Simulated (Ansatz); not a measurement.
## S on Ag(100): change of the work function: the clean slab

Ansatz 0.2.0; plane-wave DFT, PBE, Ansatz PAW.

Input file input.yaml:

```yaml
crystal:
  lattice:
    - [2.8920667351, 0.0, 0.0]
    - [0.0, 2.8920667351, 0.0]
    - [0.0, 0.0, 24.135]
  atoms:
    - { symbol: Ag, position: [0.5, 0.5, 0.3729024239] }
    - { symbol: Ag, position: [0.0, 0.0, 0.4576341413] }
    - { symbol: Ag, position: [0.5, 0.5, 0.5423658587] }
    - { symbol: Ag, position: [0.0, 0.0, 0.6270975761] }
kpoints:
  mp_grid: { grid: [12, 12, 1] }
hamiltonian:
  xc: pbe
scf:
  occupations: { method: fermi_dirac, width: 0.1 }
  convergence: { dr2_threshold: 1.0e-08 }
efield:
  axis: 3
  dipole_correction: true
  ramp_position: 0.97
  ramp_width: 0.06
relax:
  f_tol: 0.02
  max_steps: 60
  constraints: [{ sites: [0, 1] }]
output:
  write_potential: true
  write_density: true
  volumetric_format: npy
```

Started as:

```
ansatz run input.yaml --threads 4 --pin off --max-ram 6144MiB --backend cpu --events-out ev --progress --plain --runs-dir out
```

**Question.** What does this run give for the work function upper face and electron's electrostatic potential energy less the Fermi level against z?

In the vacuum the potential turns flat, and its height over the Fermi level, 4.24 eV, is the work function of the face beside that plateau.

The run keeps the 8 symmetry operations that the program found, so distortions that break them were not tested.

Relaxation path:

```csv
step,energy less that of the first step (eV),largest force component (eV/Å)
1,0.0000,0.1102
2,-0.0053,0.0860
3,-0.0083,0.0061
```

The atoms that moved most (Å):

| atom | dx | dy | dz | length |
| --- | --- | --- | --- | --- |
| Ag4 | 0.000 | 0.000 | 0.093 | 0.093 |
| Ag3 | 0.000 | 0.000 | 0.063 | 0.063 |

Final coordinates:

```xyz
4
Lattice="2.8921 0.0000 0.0000 0.0000 2.8921 0.0000 0.0000 0.0000 24.1350" Properties=species:S:1:pos:R:3
Ag    1.4460    1.4460    9.0000
Ag    0.0000    0.0000   11.0450
Ag    1.4460    1.4460   13.1530
Ag    0.0000    0.0000   15.2279
```

Read from the output:

```yaml
work_function_upper_face: 4.243 eV
dipole_along_the_normal: -4.24e-4 e·Å
```

Running mean over 2.045 Å of the planar mean; the ramp of the sawtooth is left out. The electron's electrostatic potential energy less the Fermi level by z:

| z (Å) | electron's electrostatic potential energy less the Fermi level (eV) |
| --- | --- |
| 3.0 | 4.23 |
| 3.5 | 4.23 |
| 4.0 | 4.23 |
| 4.5 | 4.23 |
| 5.0 | 4.23 |
| 5.5 | 4.22 |
| 6.0 | 4.18 |
| 6.5 | 4.06 |
| 7.0 | 3.63 |
| 7.5 | 1.94 |
| 8.0 | -1.25 |
| 8.5 | -4.31 |
| 9.0 | -5.66 |
| 9.5 | -5.92 |
| 10.0 | -5.98 |
| 10.5 | -6.01 |
| 11.0 | -5.98 |
| 11.5 | -5.77 |
| 12.0 | -5.59 |
| 12.5 | -5.67 |
| 13.0 | -5.89 |
| 13.5 | -5.90 |
| 14.0 | -5.79 |
| 14.5 | -5.77 |
| 15.0 | -5.75 |
| 15.5 | -5.14 |
| 16.0 | -2.77 |
| 16.5 | 0.614 |
| 17.0 | 3.10 |
| 17.5 | 3.94 |
| 18.0 | 4.16 |
| 18.5 | 4.22 |
| 19.0 | 4.24 |
| 19.5 | 4.24 |
| 20.0 | 4.24 |
| 20.5 | 4.24 |
| 21.0 | 4.24 |

[Long decimals in the printed logs are rounded to 6 places.]

[Logs are printed without paths, hosts, clocks, repeated set-up lines and the standing remarks that a program may print on its own settings, such as how far it seeks lower states.]

[Hosts, paths, dates, database ids (printed as entryN), source tags and the programs' standing remarks are cut or masked in the printed files.]

[Maps of the electrostatic potential energy from Ansatz leave out the sawtooth potential of an applied field or a dipole correction, so their vacuum need not be flat; planar profiles and work functions include it.]
